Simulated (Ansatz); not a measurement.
# O on Ti(0001): change of the work function

How does O on the fcc site change the work function of Ti(0001) as the layer fills?

Main program and level: Ansatz 0.2.0; plane-wave DFT, PBE, Ansatz PAW.

### Step 1. Set-up

The cell holds 4 atoms: 4 Ti. Its edges and angles: a = 2.950 Å, b = 2.950 Å, c = 25.027 Å, α = 90.0°, β = 90.0°, γ = 60.0°. Vacuum lies along c.

### Step 2. The clean slab

The bare slab comes first, as the zero from which every change is counted. The two lowest layers are held at bulk places and the upper ones relax. The dipole correction removes the false field that a one-sided slab makes across the periodic vacuum, so each face gets a flat vacuum level of its own.

input.yaml reads:

```yaml
crystal:
  lattice:
    - [2.95, 0.0, 0.0]
    - [1.475, 2.5547749412, 0.0]
    - [0.0, 0.0, 25.0269]
  atoms:
    - { symbol: Ti, position: [0.6666666667, 0.6666666667, 0.3596130564] }
    - { symbol: Ti, position: [0.0, 0.0, 0.4532043521] }
    - { symbol: Ti, position: [0.6666666667, 0.6666666667, 0.5467956479] }
    - { symbol: Ti, position: [0.0, 0.0, 0.6403869436] }
kpoints:
  mp_grid: { grid: [12, 12, 1] }
hamiltonian:
  xc: pbe
scf:
  occupations: { method: fermi_dirac, width: 0.1 }
  convergence: { dr2_threshold: 1.0e-08 }
efield:
  axis: 3
  dipole_correction: true
  ramp_position: 0.97
  ramp_width: 0.06
relax:
  f_tol: 0.02
  max_steps: 60
  constraints: [{ sites: [0, 1] }]
output:
  write_potential: true
  write_density: true
  volumetric_format: npy
```

Command:

```console
> ansatz run input.yaml --threads 4 --pin off --max-ram 16384MiB --backend cpu --events-out ev --progress --plain --runs-dir out
```

Numbers of over 12 decimals in the logs are rounded to 6 here.

Output:

```text
Engine: ansatz 0.2.0, aarch64-unknown-linux-gnu
Pseudopotentials: kind: paw
Pseudopotential: Ti, paw, valence charge 12, recommended cutoff 420 eV (normal), Ti.paw.azcp
Functional definition: PBE
  parameter kappa = 0.804
  parameter beta = 0.066725
  exchange = pbe_x(kappa = kappa, mu = beta*pi^2/3)
  correlation = pbe_c(beta = beta)
Crystal: 4 atoms, lattice volume = 188.617 Å³
Basis set: ecut = 420 eV, 3611 PW (Γ), exchange–correlation on 40×40×360 points (8 copies of the dense FFT grid, shifted against one another)
Bands: 29, of which v1, the nominal top of the filled ones, is band 24 counted from 1 (23 counted from 0)
Symmetry: 6 space group operations
k-points: 19 of 144 (time reversal used)
Non-local potential: Ti, projectors of the file, l = 0: 3, l = 1: 2, l = 2: 3, l = 3: 1
PAW form: soft (Blöchl's): semilocal exchange-correlation on the pseudo side does not see the compensation charge
PAW one-centre angular grid: Ti, 590 points (default); XC on 64 Gauss nodes
Initial density: superposition of atomic densities (neutral atoms: chi_scale 0, normalization atom), corrected by the library's trained network
Initial wavefunctions: pseudopotential atomic-orbital guess
Functional: x = pbe(κ = 0.804, μ = 0.219515), c = pbe(β = 0.066725)
SCF iter   1: F=—  HF=-9996.827743 eV  |F-HF|=—  |Δ(HF+E_count)|=         —  Δρ=6.22e-3  dr2=3.89e-1  ethr=1.77e-3  p=0.000 e·Å  D=5.72e-14 V/Å  ΔV_dip=-0.00 eV  dr2_dipole=9.47e-6  V_vac-E_F(+/−)=4.09/4.09 eV  ⟨swp⟩=7.0  Hψ=5629  notcnv=0
efield: sawtooth ramp at fractional position 0.9700 (set: `efield.ramp_position`, or a place that a band, a saddle search or an elastic batch's reference lends), width 0.0600; the density the first Hamiltonian is built on has a dipole p = 0.000 e·Å; the dipole correction subtracts the counter field D = 5.72e-14 V/Å, which shifts the + side's vacuum level by -0.00 eV against the − side's; the planar-averaged density in the ramp window peaks in size at 3.0e-5 e/Å³
automatic band count: the SCF goes on with 34 bands, as 29 were too few: the levels above may hold too much charge
preconditioner: auto → LDOS  [metal: Δε(μ)=0.033 eV  Ē_g=2.762 eV  σ=0.100 eV  W_gap=0.08  n_scr=16 (ndim 8)  ℏωp=10.8 eV  f_vac=0.550  D(μ)=8.41/eV (n_scr^D=88)  β→1.0]
SCF iter   2: F=—  HF=-9996.820567 eV  |F-HF|=—  |Δ(HF+E_count)|=   7.18e-3  Δρ=2.07e-3  dr2=1.66e-2  ethr=8.11e-4  p=-0.000 e·Å  D=-3.83e-5 V/Å  ΔV_dip=0.00 eV  dr2_dipole=2.48e-6  V_vac-E_F(+/−)=4.36/4.36 eV  ⟨swp⟩=1.9  Hψ=850  notcnv=0
SCF iter   3: F=—  HF=-9996.820326 eV  |F-HF|=—  |Δ(HF+E_count)|=   2.41e-4  Δρ=7.15e-4  dr2=2.59e-3  ethr=3.45e-5  p=-0.000 e·Å  D=-4.47e-5 V/Å  ΔV_dip=0.00 eV  dr2_dipole=9.93e-8  V_vac-E_F(+/−)=4.36/4.36 eV  ⟨swp⟩=2.1  Hψ=828  notcnv=0
SCF iter   4: F=—  HF=-9996.820200 eV  |F-HF|=—  |Δ(HF+E_count)|=   1.26e-4  Δρ=1.83e-4  dr2=7.43e-5  ethr=5.40e-6  p=-0.000 e·Å  D=-7.23e-6 V/Å  ΔV_dip=0.00 eV  dr2_dipole=6.13e-7  V_vac-E_F(+/−)=4.39/4.39 eV  ⟨swp⟩=2.0  Hψ=788  notcnv=0
SCF iter   5: F=—  HF=-9996.820291 eV  |F-HF|=—  |Δ(HF+E_count)|=   9.13e-5  Δρ=1.05e-4  dr2=4.27e-5  ethr=1.55e-7  p=-0.000 e·Å  D=-6.02e-6 V/Å  ΔV_dip=0.00 eV  dr2_dipole=2.24e-9  V_vac-E_F(+/−)=4.40/4.40 eV  ⟨swp⟩=3.4  Hψ=1270  notcnv=0
SCF iter   6: F=—  HF=-9996.820298 eV  |F-HF|=—  |Δ(HF+E_count)|=   7.56e-6  Δρ=3.45e-5  dr2=6.91e-6  ethr=8.90e-8  p=0.000 e·Å  D=5.34e-6 V/Å  ΔV_dip=-0.00 eV  dr2_dipole=8.72e-12  V_vac-E_F(+/−)=4.41/4.41 eV  ⟨swp⟩=2.2  Hψ=859  notcnv=0
SCF iter   7: F=—  HF=-9996.820326 eV  |F-HF|=—  |Δ(HF+E_count)|=   2.71e-5  Δρ=9.74e-6  dr2=2.31e-7  ethr=1.44e-8  p=0.000 e·Å  D=4.34e-6 V/Å  ΔV_dip=-0.00 eV  dr2_dipole=2.28e-10  V_vac-E_F(+/−)=4.41/4.41 eV  ⟨swp⟩=1.5  Hψ=670  notcnv=0
SCF iter   8: F=—  HF=-9996.820326 eV  |F-HF|=—  |Δ(HF+E_count)|=   3.11e-7  Δρ=4.96e-6  dr2=7.06e-8  ethr=4.82e-10  p=0.000 e·Å  D=3.41e-6 V/Å  ΔV_dip=-0.00 eV  dr2_dipole=1.64e-11  V_vac-E_F(+/−)=4.41/4.41 eV  ⟨swp⟩=3.0  Hψ=1250  notcnv=0
SCF iter   9: F=-9996.820326 eV  HF=-9996.820326 eV  |F-HF|=4.71e-9  |Δ(HF+E_count)|=   1.10e-8  Δρ=1.31e-6  dr2=3.15e-9  ethr=2.08e-11  p=0.000 e·Å  D=1.86e-6 V/Å  ΔV_dip=-0.00 eV  dr2_dipole=2.32e-11  V_vac-E_F(+/−)=4.41/4.41 eV  ⟨swp⟩=7.9  Hψ=4137  notcnv=0
SCF 1 converged in 9 iterations: F = -9996.820326 eV  dr2 = 3.15e-9
  greatest PAW one-centre occupation: 0.999 electrons in one spin orbital (limit 2), on the Ti atom at site 2 (counted from 0), in its partial waves of l = 0
relax step   1: F+E_penalty+E_count = -9996.82032589 eV  Δ(F+E_penalty+E_count) = +0.000e0 eV  max|allowed force component| = 6.136e-1 eV/Å  Δτ_max = 0.0000 Å  (9 SCF iters, accepted)
Bands: 34, of which v1, the nominal top of the filled ones, is band 24 counted from 1 (23 counted from 0)
Initial density: handed on by an earlier stage of this run
Initial wavefunctions: those handed on with the density
SCF iter   1: F=—  HF=-9997.020720 eV  |F-HF|=—  |Δ(HF+E_count)|=         —  Δρ=1.54e-2  dr2=3.23e0  ethr=3.10e-3  p=0.000 e·Å  D=6.86e-7 V/Å  ΔV_dip=-0.00 eV  dr2_dipole=2.03e-1  V_vac-E_F(+/−)=4.45/4.45 eV  ⟨swp⟩=4.8  Hψ=1854  notcnv=0
efield: sawtooth ramp at fractional position 0.9700 (set: `efield.ramp_position`, or a place that a band, a saddle search or an elastic batch's reference lends), width 0.0600; the density the first Hamiltonian is built on has a dipole p = 0.000 e·Å; the dipole correction subtracts the counter field D = 6.86e-7 V/Å, which shifts the + side's vacuum level by -0.00 eV against the − side's; the planar-averaged density in the ramp window peaks in size at 8.7e-6 e/Å³
preconditioner: auto → LDOS  [metal: Δε(μ)=0.006 eV  Ē_g=2.864 eV  σ=0.100 eV  W_gap=0.02  n_scr=16 (ndim 8)  ℏωp=10.8 eV  f_vac=0.560  D(μ)=7.32/eV (n_scr^D=62)  β→1.0]
SCF iter   2: F=—  HF=-9996.896706 eV  |F-HF|=—  |Δ(HF+E_count)|=   1.24e-1  Δρ=7.26e-3  dr2=5.18e-1  ethr=3.10e-3  p=0.018 e·Å  D=1.74e-2 V/Å  ΔV_dip=-0.44 eV  dr2_dipole=8.81e-2  V_vac-E_F(+/−)=4.00/4.43 eV  ⟨swp⟩=2.1  Hψ=1128  notcnv=0
SCF iter   3: F=—  HF=-9996.864920 eV  |F-HF|=—  |Δ(HF+E_count)|=   3.18e-2  Δρ=2.42e-3  dr2=6.44e-2  ethr=1.08e-3  p=0.007 e·Å  D=6.93e-3 V/Å  ΔV_dip=-0.17 eV  dr2_dipole=1.04e-2  V_vac-E_F(+/−)=4.26/4.43 eV  ⟨swp⟩=2.1  Hψ=988  notcnv=0
SCF iter   4: F=—  HF=-9996.859779 eV  |F-HF|=—  |Δ(HF+E_count)|=   5.14e-3  Δρ=9.85e-4  dr2=8.07e-3  ethr=1.34e-4  p=0.007 e·Å  D=6.69e-3 V/Å  ΔV_dip=-0.17 eV  dr2_dipole=2.47e-3  V_vac-E_F(+/−)=4.26/4.43 eV  ⟨swp⟩=2.1  Hψ=974  notcnv=0
SCF iter   5: F=—  HF=-9996.859578 eV  |F-HF|=—  |Δ(HF+E_count)|=   2.01e-4  Δρ=1.72e-4  dr2=9.56e-5  ethr=1.68e-5  p=0.006 e·Å  D=5.68e-3 V/Å  ΔV_dip=-0.14 eV  dr2_dipole=1.68e-5  V_vac-E_F(+/−)=4.29/4.43 eV  ⟨swp⟩=1.9  Hψ=759  notcnv=0
SCF iter   6: F=—  HF=-9996.859605 eV  |F-HF|=—  |Δ(HF+E_count)|=   2.67e-5  Δρ=9.00e-5  dr2=6.59e-5  ethr=1.99e-7  p=0.005 e·Å  D=5.13e-3 V/Å  ΔV_dip=-0.13 eV  dr2_dipole=5.10e-6  V_vac-E_F(+/−)=4.30/4.43 eV  ⟨swp⟩=2.3  Hψ=888  notcnv=0
SCF iter   7: F=—  HF=-9996.859609 eV  |F-HF|=—  |Δ(HF+E_count)|=   4.29e-6  Δρ=5.04e-5  dr2=8.15e-6  ethr=1.37e-7  p=0.005 e·Å  D=4.68e-3 V/Å  ΔV_dip=-0.12 eV  dr2_dipole=1.86e-6  V_vac-E_F(+/−)=4.31/4.43 eV  ⟨swp⟩=1.7  Hψ=678  notcnv=0
SCF iter   8: F=—  HF=-9996.859637 eV  |F-HF|=—  |Δ(HF+E_count)|=   2.81e-5  Δρ=1.65e-5  dr2=1.25e-6  ethr=1.70e-8  p=0.005 e·Å  D=4.37e-3 V/Å  ΔV_dip=-0.11 eV  dr2_dipole=3.65e-8  V_vac-E_F(+/−)=4.32/4.43 eV  ⟨swp⟩=2.5  Hψ=1020  notcnv=0
SCF iter   9: F=—  HF=-9996.859637 eV  |F-HF|=—  |Δ(HF+E_count)|=   1.31e-7  Δρ=6.35e-6  dr2=1.44e-7  ethr=2.60e-9  p=0.004 e·Å  D=4.27e-3 V/Å  ΔV_dip=-0.11 eV  dr2_dipole=6.38e-9  V_vac-E_F(+/−)=4.32/4.43 eV  ⟨swp⟩=2.1  Hψ=812  notcnv=0
SCF iter  10: F=—  HF=-9996.859637 eV  |F-HF|=—  |Δ(HF+E_count)|=   2.22e-8  Δρ=1.76e-6  dr2=1.75e-8  ethr=3.00e-10  p=0.004 e·Å  D=4.25e-3 V/Å  ΔV_dip=-0.11 eV  dr2_dipole=1.64e-9  V_vac-E_F(+/−)=4.32/4.43 eV  ⟨swp⟩=2.6  Hψ=940  notcnv=0
SCF iter  11: F=-9996.859637 eV  HF=-9996.859637 eV  |F-HF|=6.80e-10  |Δ(HF+E_count)|=   7.38e-9  Δρ=6.03e-7  dr2=2.38e-9  ethr=2.08e-11  p=0.004 e·Å  D=4.24e-3 V/Å  ΔV_dip=-0.11 eV  dr2_dipole=4.72e-10  V_vac-E_F(+/−)=4.32/4.43 eV  ⟨swp⟩=9.3  Hψ=3723  notcnv=0
SCF 2 converged in 11 iterations: F = -9996.859637 eV  dr2 = 2.38e-9
  greatest PAW one-centre occupation: 0.999 electrons in one spin orbital (limit 2), on the Ti atom at site 1 (counted from 0), in its partial waves of l = 0
relax step   2: F+E_penalty+E_count = -9996.85963748 eV  Δ(F+E_penalty+E_count) = -3.931e-2 eV  max|allowed force component| = 4.318e-1 eV/Å  Δτ_max = 0.1956 Å  (11 SCF iters, accepted)
iter 1 solved again at ethr=1.59e-3 eV; its pass at ethr=3.10e-3 eV (dr2=7.66e-1 eV) is discarded
SCF iter   1: F=—  HF=-9996.908496 eV  |F-HF|=—  |Δ(HF+E_count)|=         —  Δρ=7.69e-3  dr2=8.62e-1  ethr=1.59e-3  p=0.004 e·Å  D=4.24e-3 V/Å  ΔV_dip=-0.11 eV  dr2_dipole=4.10e-2  V_vac-E_F(+/−)=4.31/4.42 eV  ⟨swp⟩=1.0  Hψ=2302  notcnv=0
efield: sawtooth ramp at fractional position 0.9700 (set: `efield.ramp_position`, or a place that a band, a saddle search or an elastic batch's reference lends), width 0.0600; the density the first Hamiltonian is built on has a dipole p = 0.004 e·Å; the dipole correction subtracts the counter field D = 4.24e-3 V/Å, which shifts the + side's vacuum level by -0.11 eV against the − side's; the planar-averaged density in the ramp window peaks in size at 7.3e-6 e/Å³
preconditioner: auto → LDOS  [metal: Δε(μ)=0.012 eV  Ē_g=2.791 eV  σ=0.100 eV  W_gap=0.03  n_scr=16 (ndim 8)  ℏωp=10.8 eV  f_vac=0.555  D(μ)=7.84/eV (n_scr^D=74)  β→1.0]
SCF iter   2: F=—  HF=-9996.881427 eV  |F-HF|=—  |Δ(HF+E_count)|=   2.71e-2  Δρ=3.90e-3  dr2=1.36e-1  ethr=1.59e-3  p=-0.001 e·Å  D=-1.03e-3 V/Å  ΔV_dip=0.03 eV  dr2_dipole=2.98e-5  V_vac-E_F(+/−)=4.46/4.44 eV  ⟨swp⟩=2.1  Hψ=803  notcnv=0
SCF iter   3: F=—  HF=-9996.876840 eV  |F-HF|=—  |Δ(HF+E_count)|=   4.59e-3  Δρ=1.02e-3  dr2=7.96e-3  ethr=2.84e-4  p=0.001 e·Å  D=1.33e-3 V/Å  ΔV_dip=-0.03 eV  dr2_dipole=4.47e-4  V_vac-E_F(+/−)=4.39/4.43 eV  ⟨swp⟩=2.0  Hψ=893  notcnv=0
SCF iter   4: F=—  HF=-9996.876296 eV  |F-HF|=—  |Δ(HF+E_count)|=   5.45e-4  Δρ=2.15e-4  dr2=1.88e-4  ethr=1.66e-5  p=0.001 e·Å  D=1.32e-3 V/Å  ΔV_dip=-0.03 eV  dr2_dipole=4.33e-5  V_vac-E_F(+/−)=4.39/4.43 eV  ⟨swp⟩=2.0  Hψ=779  notcnv=0
SCF iter   5: F=—  HF=-9996.876318 eV  |F-HF|=—  |Δ(HF+E_count)|=   2.22e-5  Δρ=8.59e-5  dr2=4.19e-5  ethr=3.92e-7  p=0.002 e·Å  D=1.54e-3 V/Å  ΔV_dip=-0.04 eV  dr2_dipole=6.00e-6  V_vac-E_F(+/−)=4.39/4.42 eV  ⟨swp⟩=2.3  Hψ=960  notcnv=0
SCF iter   6: F=—  HF=-9996.876352 eV  |F-HF|=—  |Δ(HF+E_count)|=   3.46e-5  Δρ=3.19e-5  dr2=6.27e-6  ethr=8.73e-8  p=0.002 e·Å  D=1.75e-3 V/Å  ΔV_dip=-0.04 eV  dr2_dipole=2.46e-7  V_vac-E_F(+/−)=4.38/4.42 eV  ⟨swp⟩=2.0  Hψ=797  notcnv=0
SCF iter   7: F=—  HF=-9996.876383 eV  |F-HF|=—  |Δ(HF+E_count)|=   3.10e-5  Δρ=1.32e-5  dr2=9.84e-7  ethr=1.31e-8  p=0.002 e·Å  D=1.88e-3 V/Å  ΔV_dip=-0.05 eV  dr2_dipole=1.32e-7  V_vac-E_F(+/−)=4.38/4.42 eV  ⟨swp⟩=2.1  Hψ=797  notcnv=0
SCF iter   8: F=—  HF=-9996.876384 eV  |F-HF|=—  |Δ(HF+E_count)|=   1.86e-7  Δρ=5.15e-6  dr2=2.27e-7  ethr=2.05e-9  p=0.002 e·Å  D=1.96e-3 V/Å  ΔV_dip=-0.05 eV  dr2_dipole=1.80e-8  V_vac-E_F(+/−)=4.37/4.42 eV  ⟨swp⟩=2.1  Hψ=827  notcnv=0
SCF iter   9: F=-9996.876384 eV  HF=-9996.876384 eV  |F-HF|=5.99e-9  |Δ(HF+E_count)|=   1.35e-8  Δρ=1.63e-6  dr2=7.70e-9  ethr=2.08e-11  p=0.002 e·Å  D=1.99e-3 V/Å  ΔV_dip=-0.05 eV  dr2_dipole=3.72e-10  V_vac-E_F(+/−)=4.37/4.42 eV  ⟨swp⟩=8.6  Hψ=4536  notcnv=0
SCF 3 converged in 9 iterations: F = -9996.876384 eV  dr2 = 7.70e-9
relax step   3: F+E_penalty+E_count = -9996.87638356 eV  Δ(F+E_penalty+E_count) = -1.675e-2 eV  max|allowed force component| = 1.190e-2 eV/Å  Δτ_max = 0.0899 Å  (9 SCF iters, accepted)
NSCF: frozen V_eff on 19 k-points
the band table was solved once a step of the walk had ended and its energy, with any forces and stress, was formed, with the checks that follow a solve (2893 applications of the Hamiltonian). They found nothing against the state; the energy, forces and stress were not computed again (output.eigenvalues in the input reference)
WARN: The input density's exchange-correlation potential varies sharply where the density is thin. Do not read a vacuum level from v_tot or v_xc, or from such a field of the output density. On a cell that repeats whose density bears no net charge and no dipole along the vacuum's axis use v_es (v_loc + v_h of the components); under efield.dipole_correction with no amplitude use v_es + v_field, which holds any external [...]
SCF converged after 9 iterations
Free energy (F): -9996.876384 eV
Harris-Foulkes:  -9996.876384 eV  (|F-HF|=5.99e-9)
Internal energy: -9996.623465 eV  (E = F + TS)
E sigma→0 (E₀):  -9996.749924 eV
Entropy (-TS):   -0.252919 eV (-63.230 meV/atom)
Fermi energy:    2.290332 eV
Dipole field:    D = 0.002018 V/Å  (p = 0.002103 e·Å, saw-weighted, corrected)
Work function:   Φ+ = 4.3729 eV   Φ− = 4.4234 eV
Levels:          The Fermi level and band energies are counted from a zero that moves with the ramp; work functions are not
--- Per-component energies (eV) ---
  E_band       = -1160.708078
  E_kinetic    = 1085.706682
  E_local      = -50168.130411  (includes V_loc(G=0)·N_el)
  E_nonlocal   = 34.277158
  E_hartree    = 24527.750938
  E_xc         = -386.964371
  E_vxc        = -483.802243  (∫ρ·V_xc dr)
  E_paw        = -4190.770098  (= ΣΔE_a)
  E_vpaw       = -684.249601  (= ΣTr[D̂ρ^β])
  E_aug_tail   = 0.000492  (compensation charges beyond the density's cutoff)
  E_efield     = 0.000002  (sawtooth field / dipole correction)
  E_vefield    = 0.000915  (∫n·V_field dr)
  E_ewald      = 19101.506143
  E_smearing   = -0.252919  (= −TS)
  E_closure    = -0.000000  (closes the sum)
  Σ components = -9996.876384   (vs F -9996.876384, Δ=0.00e0)
--- Forces (eV/Å), atoms counted from 1 ---
  atom   1  Ti     0.00000000     0.00000000     0.60717111
  atom   2  Ti    -0.00000000    -0.00000000    -0.58698447
  atom   3  Ti     0.00000000     0.00000000    -0.00824529
  atom   4  Ti     0.00000000    -0.00000000    -0.01190263
  max |Σ_I F_I| component: 3.87e-5 eV/Å
--- Band table (eV; the first three rows and the last of 19) ---
  k-point 0: bands = [... 20 lower, 2.0512, 2.2819, 2.7160, 2.7943, 2.9364, 2.9364, 3.0094, 3.0094, ... 6 higher]
  k-point 1: bands = [... 20 lower, 1.9894, 2.2496, 2.5399, 2.6448, 2.8456, 2.9373, 3.0405, 3.0898, ... 6 higher]
  k-point 2: bands = [... 20 lower, 1.7486, 2.0197, 2.1514, 2.4575, 2.5617, 2.7274, 3.0024, 3.2370, ... 6 higher]
  k-point 18: bands = [... 20 lower, 1.1279, 1.5089, 1.5929, 2.2386, 2.2466, 2.3803, 2.4174, 2.5706, ... 6 higher]
--- Relaxed structure (3 steps of the walk, 3 accepted, 0 SCFs on fresh bases) ---
  F+E_penalty+E_count = -9996.87638356 eV   max|allowed force component| = 1.190e-2 eV/Å
  atoms:
    - { symbol: Ti, position: [0.666667, 0.666667, 0.3596130564] }
    - { symbol: Ti, position: [0.0, 0.0, 0.4532043521] }
    - { symbol: Ti, position: [0.666667, 0.666667, 0.549513] }
    - { symbol: Ti, position: [0, 0, 0.636167] }
```

The job ended after 8.4 s (4 threads of Arm Neoverse V2, shared host; peak memory 0.5 GiB).

Relaxation path:

| step | energy less that of the first step (eV) | largest force component (eV/Å) |
| --- | --- | --- |
| 1 | 0.0000 | 0.6136 |
| 2 | -0.0393 | 0.4318 |
| 3 | -0.0561 | 0.0119 |

The run keeps the 6 symmetry operations that it works with, so distortions that break them were not tested.

The atoms that moved most (Å):

| atom | dx | dy | dz | length |
| --- | --- | --- | --- | --- |
| Ti4 | 0.000 | 0.000 | -0.106 | 0.106 |
| Ti3 | 0.000 | 0.000 | 0.068 | 0.068 |

This step gave:

```
energy at zero smearing        : -9996.7499 eV
work function, upper face      : 4.373 eV
work function, lower face      : 4.423 eV
dipole along the normal        : 0.002103 e·Å
step between the vacuum levels : -0.05050 eV
```

Running mean over 2.342 Å of the planar mean; the ramp of the sawtooth is left out. Electron's electrostatic potential energy less the Fermi level against z:

| z (Å) | electron's electrostatic potential energy less the Fermi level (eV) |
| --- | --- |
| 3.5 | 4.42 |
| 4.0 | 4.42 |
| 4.5 | 4.42 |
| 5.0 | 4.40 |
| 5.5 | 4.36 |
| 6.0 | 4.24 |
| 6.5 | 3.89 |
| 7.0 | 2.89 |
| 7.5 | 0.393 |
| 8.0 | -3.13 |
| 8.5 | -5.88 |
| 9.0 | -6.74 |
| 9.5 | -6.71 |
| 10.0 | -6.59 |
| 10.5 | -6.56 |
| 11.0 | -6.58 |
| 11.5 | -6.56 |
| 12.0 | -6.38 |
| 12.5 | -6.24 |
| 13.0 | -6.32 |
| 13.5 | -6.57 |
| 14.0 | -6.94 |
| 14.5 | -7.53 |
| 15.0 | -7.68 |
| 15.5 | -7.32 |
| 16.0 | -6.81 |
| 16.5 | -5.57 |
| 17.0 | -2.61 |
| 17.5 | 0.849 |
| 18.0 | 3.07 |
| 18.5 | 3.92 |
| 19.0 | 4.22 |
| 19.5 | 4.32 |
| 20.0 | 4.36 |
| 20.5 | 4.37 |
| 21.0 | 4.37 |
| 21.5 | 4.37 |

The relaxation took 3 steps and lowered the energy by 0.056 eV; the largest force on the free atoms ends at 0.012 eV/Å.

The work function of the upper face is 4.37 eV.

(Part 1 of 4 ends here.)

[Logs are printed without paths, hosts, clocks, repeated set-up lines and the standing remarks that a program may print on its own settings, such as how far it seeks lower states.]

[Hosts, paths, dates, database ids (printed as entryN), source tags and the programs' standing remarks are cut or masked in the printed files.]

[Maps of the electrostatic potential energy from Ansatz leave out the sawtooth potential of an applied field or a dipole correction, so their vacuum need not be flat; planar profiles and work functions include it.]
